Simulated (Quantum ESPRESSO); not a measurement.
**SiO2: cristobalite against stishovite under pressure**

Which form of SiO2 has the lower enthalpy, and does pressure change the order? Both are relaxed at the same set pressures.

Calculated with Quantum ESPRESSO 7.5, PBEsol, PseudoDojo 0.4.1 norm-conserving potentials, cutoff 1170 eV, Fermi–Dirac smearing 0.02 eV, k-mesh 6×6×4, no spin polarisation, no spin-orbit coupling.

The runs at 8 GPa are left out: their cell edges leave the smooth trend of the others, as when the structure changes.

The stishovite cell takes smearing 0.02 eV and a 7×7×10 mesh.

Near zero pressure the cristobalite cell (P4_12_12, 12 atoms) is a = 5.0314 Å, b = 5.0314 Å, c = 7.0171 Å, α = 90.00°, β = 90.00°, γ = 90.00°; the stishovite cell (P4_2/mnm, 6 atoms) is a = 4.1868 Å, b = 4.1868 Å, c = 2.6756 Å, α = 90.00°, β = 90.00°, γ = 90.00°.

| P (GPa) | V, cristobalite (Å³) | V, stishovite (Å³) | ΔE (meV) | ΔH = ΔE + PΔV (meV) |
| --- | --- | --- | --- | --- |
| −1 | 48.137 | 23.534 | 170.2 | 323.8 |
| 1 | 41.458 | 23.371 | 171.9 | 59.0 |
| 2 | 39.231 | 23.293 | 152.0 | −46.9 |
| 4 | 36.278 | 23.139 | 101.0 | −227.0 |
| 6 | 34.383 | 22.992 | 47.2 | −379.4 |

Values are for a formula unit, differences are stishovite less cristobalite, and 1 GPa Å³ = 6.2415 meV. **Question.** Give ΔH at 0 GPa, a row left out above, and the pressure at which the two forms cross, if they do.

Least squares with ΔH = h0 + h1 P + h2 P² gives h0 = 187.3 meV, h1 = −128.05 meV/GPa and h2 = 5.680 meV/GPa². Since dH/dP = V, the slope should equal ΔV: −20.959 Å³ × 6.2415 = −130.81 meV/GPa at 0 GPa. At 0 GPa the fit gives 187.3 meV. The run itself gives 180.7 meV, so the estimate misses by 6.6 meV; the fitted rows themselves lie up to 7.0 meV off the law.

ΔH passes through zero at 1.6 GPa, above which the stishovite form is lower. The two differ in coordination, where semilocal energies can be off by tenths of an eV a formula unit, and the crossing with them by several GPa. Coesite, not calculated here, lies between them. This compares two forms alone, at zero temperature, without vibrations or barriers; other forms may lie lower.
